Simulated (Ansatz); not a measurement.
# Computing U for Cm in CmSe2, part 2 of 2

Aim: a Hubbard U for Cm in CmSe2 from linear response, and how it converges.

functionals named at each step; plane waves, U on orthogonalised atomic orbitals unless named otherwise, collinear spin, no spin–orbit coupling.

So far, computed U (eV): step 3 (LDA, q-mesh 2×2×1, LDA+U(LR)) 3.70; step 4 (PBE, q-mesh 2×2×1, from U = 1.5 eV, PBE+U(LR)) 3.35; step 5 (PBEsol, q-mesh 2×2×1, PBEsol+U(LR)) 3.63; step 6 (PBE, q-mesh 2×2×1, from U = 6 eV, PBE+U(LR)) 2.64.

In doubt: an open 5f shell, unless half filled, can sit in one of many states, so energies may not be the lowest and differences between runs may mislead.

### Step 7. PBE, q-mesh 2×2×1, from U = 4.5 eV

Level of this step: PBE with U on Cm f by linear response, ortho-atomic projectors (Ansatz).

The response is now measured on a state that already has a U. Where the value that comes out equals the one put in, U is self-consistent.

Contents of input.yaml:

```yaml
crystal:
  lattice:
    - [4.096, 0.0, 0.0]
    - [0.0, 4.096, 0.0]
    - [0.0, 0.0, 8.369]
  atoms:
    - { symbol: Cm, position: [0.5, 0.0, 0.27], spin: 7.5 }
    - { symbol: Cm, position: [0.0, 0.5, 0.73], spin: 7.5 }
    - { symbol: Se, position: [0.0, 0.0, 0.0] }
    - { symbol: Se, position: [0.5, 0.5, 0.0] }
    - { symbol: Se, position: [0.5, 0.0, 0.63] }
    - { symbol: Se, position: [0.0, 0.5, 0.37] }
magnetization:
  spin_polarized: true
kpoints:
  mp_grid: { grid: [6, 6, 2] }
hamiltonian:
  xc: pbe
  hubbard:
    sites: [{ species: Cm, l: f, u_eff: linear-response, starting_u: 4.5 }]
    projectors: ortho-atomic
    lr: { qmesh: [2, 2, 1] }
scf:
  occupations: { method: fermi_dirac, width: 0.05 }
output:
  eigenvalues: true
```

Launch:

```bash
$ ansatz run input.yaml --threads 4 --pin off --max-ram 10240MiB --backend cpu --events-out ev --progress --plain --runs-dir out
```

Numbers of over 12 decimals in the logs are rounded to 6 here.

Log:

```text
[...]
LR-U cycle 1: input U_eff = [4.500, 4.500] eV
Crystal: 6 atoms, lattice volume = 140.409 Å³
Basis set: ecut = 420 eV, 2731 PW (Γ)
Bands: 69, of which v1, the nominal top of the filled ones, is band 50 counted from 1 (49 counted from 0)
Symmetry: 16 space group operations
[...]
k-points: 20 of 72
[...]
Starting moments: Σ|m| = 15 μB on 2 of 6 sites
[...]
k-point 1 ↑: bands = [... 46 lower, 8.4780, 8.9826, 8.9826, 10.0844, 10.5528, 10.9122, 10.9122, 11.0457, ... 15 higher]
  k-point 2 ↑: bands = [... 46 lower, 8.7218, 9.0023, 9.0542, 9.5678, 10.3126, 10.6612, 10.8237, 11.7581, ... 15 higher]
  k-point 19 ↓: bands = [... 46 lower, 14.9908, 14.9908, 15.1355, 15.1355, 15.1841, 15.1841, 15.2825, 15.2825, ... 15 higher]
Occupation matrices written to <dir>
[key lines of the parts left out:]
SCF converged after 15 iterations
Magnetization: 13.9650 μB (56.9825 up, 43.0175 down)
Free energy (F): -54273.200428 eV
Fermi energy:    13.192526 eV
```

The job ended after 2.1 min (4 threads of Arm Neoverse V1, shared host; peak memory 1.5 GiB; 8.2 min of CPU time).

Site by site:

```csv
site,electrons,χ₀ (1/eV),χ (1/eV),U (eV)
Cm1 and 1 alike,7.087,-0.04286,-0.03815,2.88
```

For Cm1 the on-site elements alone give 1/χ₀ − 1/χ = 2.88 eV, the inverses of the full matrices 2.88 eV, and the program reports 2.88 eV. The state, moments and gap printed next belong to the closing SCF at this U.

Read from the output:

| Quantity | Value |
| --- | --- |
| magnetization | 13.96 μB |
| final state | ferromagnetic |
| largest moment | 6.821 μB |

U on Cm is 2.88 eV here against 2.64 eV (+9 %) in the run that differs in the starting U alone (PBE, q-mesh 2×2×1, from U = 6 eV), at 1.0 times its CPU time.

### Step 8. PBE, q-mesh 2×2×1

A mesh of wavevectors stands for a supercell in which the shifted site is farther from its images.

Edit input.yaml of step 7 so:

```diff
@@ -19,3 +19,3 @@
   hubbard:
-    sites: [{ species: Cm, l: f, u_eff: linear-response, starting_u: 4.5 }]
+    sites: [{ species: Cm, l: f, u_eff: linear-response }]
     projectors: ortho-atomic
```

Log:

```text
[...]
LR-U cycle 1: input U_eff = [0.000, 0.000] eV
Crystal: 6 atoms, lattice volume = 140.409 Å³
Basis set: ecut = 420 eV, 2731 PW (Γ)
Bands: 69, of which v1, the nominal top of the filled ones, is band 50 counted from 1 (49 counted from 0)
Symmetry: 16 space group operations
[...]
k-points: 20 of 72
[...]
Starting moments: Σ|m| = 15 μB on 2 of 6 sites
[...]
k-point 1 ↑: bands = [... 46 lower, 8.2113, 8.7982, 8.7982, 10.0790, 10.5338, 10.8912, 10.8912, 11.0362, ... 15 higher]
  k-point 2 ↑: bands = [... 46 lower, 8.4272, 8.8928, 8.9153, 9.5592, 10.2916, 10.6395, 10.8020, 11.7376, ... 15 higher]
  k-point 19 ↓: bands = [... 46 lower, 15.2907, 15.2907, 15.4442, 15.4442, 15.4912, 15.4912, 15.5840, 15.5840, ... 15 higher]
Occupation matrices written to <dir>
[key lines of the parts left out:]
SCF converged after 14 iterations
Magnetization: 13.9764 μB (56.9882 up, 43.0118 down)
Free energy (F): -54273.102192 eV
Fermi energy:    13.207837 eV
```

Wall time 2.3 min (4 threads); peak memory 1.5 GiB; 8.8 min of CPU time.

Bare and screened response, and U:

```csv
site,electrons,χ₀ (1/eV),χ (1/eV),U (eV)
Cm1 and 1 alike,7.224,-0.1943,-0.1144,3.59
```

For Cm1 the on-site elements alone give 1/χ₀ − 1/χ = 3.60 eV, the inverses of the full matrices 3.59 eV, and the program reports 3.59 eV. The state, moments and gap printed next belong to the closing SCF at this U.

Numbers from this step:

```
magnetization  : 13.98 μB
final state    : ferromagnetic
largest moment : 6.838 μB
```

U on Cm is 3.59 eV here against 2.88 eV (+25 %) in the run that differs in the starting U alone (PBE, q-mesh 2×2×1, from U = 4.5 eV), at 1.1 times its CPU time.

### Step 9. r²SCAN, q-mesh 2×2×1

U mends what the functional lacks, so it depends on the functional.

Edit input.yaml of step 8 so:

```diff
@@ -17,3 +17,3 @@
 hamiltonian:
-  xc: pbe
+  xc: r2scan
   hubbard:
```

Log:

```text
Error: hamiltonian.hubbard.lr.qmesh with hamiltonian.xc: <meta-GGA that reads τ> with magnetization.spin_polarized: true — the response kernel under a τ-dependent (meta-GGA) functional is the unpolarised one; omit hamiltonian.hubbard.lr.qmesh, so that shifted SCFs measure the parameters on one cell, or on those of lr_supercell where it is served
```

The job ended after 0.02 s (4 threads; peak memory 0.031 GiB).

The input was rejected at the start.

The program's message: “Error: hamiltonian.hubbard.lr.qmesh with hamiltonian.xc: <meta-GGA that reads τ> with magnetization.spin_polarized: true — the response kernel under a τ-dependent (meta-GGA) functional is the unpolari …”

### Step 10. PBE, q-mesh 2×2×1, from U = 3 eV

The response is now measured on a state that already has a U. Where the value that comes out equals the one put in, U is self-consistent.

Edit input.yaml of step 9 so:

```diff
@@ -17,5 +17,5 @@
 hamiltonian:
-  xc: r2scan
+  xc: pbe
   hubbard:
-    sites: [{ species: Cm, l: f, u_eff: linear-response }]
+    sites: [{ species: Cm, l: f, u_eff: linear-response, starting_u: 3.0 }]
     projectors: ortho-atomic
```

Log:

```text
[...]
LR-U cycle 1: input U_eff = [3.000, 3.000] eV
Crystal: 6 atoms, lattice volume = 140.409 Å³
Basis set: ecut = 420 eV, 2731 PW (Γ)
Bands: 69, of which v1, the nominal top of the filled ones, is band 50 counted from 1 (49 counted from 0)
Symmetry: 16 space group operations
[...]
k-points: 20 of 72
[...]
Starting moments: Σ|m| = 15 μB on 2 of 6 sites
[...]
k-point 1 ↑: bands = [... 46 lower, 8.3683, 8.9124, 8.9124, 10.0821, 10.5458, 10.9044, 10.9044, 11.0421, ... 15 higher]
  k-point 2 ↑: bands = [... 46 lower, 8.6174, 8.9588, 9.0000, 9.5641, 10.3047, 10.6530, 10.8156, 11.7507, ... 15 higher]
  k-point 19 ↓: bands = [... 46 lower, 15.0891, 15.0891, 15.2366, 15.2366, 15.2845, 15.2845, 15.3810, 15.3810, ... 15 higher]
Occupation matrices written to <dir>
[key lines of the parts left out:]
SCF converged after 15 iterations
Magnetization: 13.9693 μB (56.9846 up, 43.0154 down)
Free energy (F): -54273.166438 eV
Fermi energy:    13.198131 eV
```

Wall time 2.2 min (4 threads); peak memory 1.5 GiB; 8.4 min of CPU time.

Bare and screened response, and U:

```csv
site,electrons,χ₀ (1/eV),χ (1/eV),U (eV)
Cm1 and 1 alike,7.117,-0.06718,-0.05555,3.11
```

For Cm1 the on-site elements alone give 1/χ₀ − 1/χ = 3.12 eV, the inverses of the full matrices 3.11 eV, and the program reports 3.11 eV. The state, moments and gap printed next belong to the closing SCF at this U.

Read from the output:

```
magnetization  : 13.97 μB
final state    : ferromagnetic
largest moment : 6.827 μB
```

U on Cm is 3.11 eV here against 3.59 eV (-13 %) in the run that differs in the starting U alone (PBE, q-mesh 2×2×1), at 0.95 times its CPU time.

### Step 11. All values together

```csv
run,k-mesh,state of the response,U(Cm) (eV),largest moment at that U (μB),CPU time
"LDA, q-mesh 2×2×1",6×6×2,chosen order,3.70,6.82,9 min
"PBE, q-mesh 2×2×1, from U = 1.5 eV",6×6×2,chosen order,3.35,6.83,8.4 min
"PBEsol, q-mesh 2×2×1",6×6×2,chosen order,3.63,6.83,8.7 min
"PBE, q-mesh 2×2×1, from U = 6 eV",6×6×2,chosen order,2.64,6.81,8.2 min
"PBE, q-mesh 2×2×1, from U = 4.5 eV",6×6×2,chosen order,2.88,6.82,8.2 min
"PBE, q-mesh 2×2×1",6×6×2,chosen order,3.59,6.84,8.8 min
"PBE, q-mesh 2×2×1, from U = 3 eV",6×6×2,chosen order,3.11,6.83,8.4 min
```

### Step 12. What came out

- range of U(Cm) over these recipes: 2.64 to 3.70 eV

**Reading.** Linear response puts U for Cm in CmSe2 at 3.6 eV (PBE, q-mesh 2×2×1), and the recipes tried spread from 2.6 to 3.7 eV. U out against U in: 3.35 at 1.5, 3.11 at 3, 2.88 at 4.5 and 2.64 at 6 eV; the two meet near 3.1 eV. The magnetic states on which the responses were measured: chosen order; 2 starts finished among the 2 run to choose the order. For 5f shells spin–orbit coupling is as large as these effects and is left out here, so moments and couplings are those of a spin-only model.

1 further run of the session is left out of this account and of its counts and ranges: runs hit by known faults of a program or its files, repeats, responses too ill-conditioned to give a U, cells squeezed past sense, harmless faults, or fits whose shells could not be counted again from the structure.

[Logs and program files are shortened in this print: banners, set-up blocks, solver, clock and traceback lines can be left out without a mark of their own.]

[Logs are printed without paths, hosts, clocks, repeated set-up lines and the standing remarks that a program may print on its own settings, such as how far it seeks lower states.]

[Hosts, paths, dates, database ids (printed as entryN), source tags and the programs' standing remarks are cut or masked in the printed files.]

[Where a cell is said to come from a database of computed structures, the database is the Materials Project.]
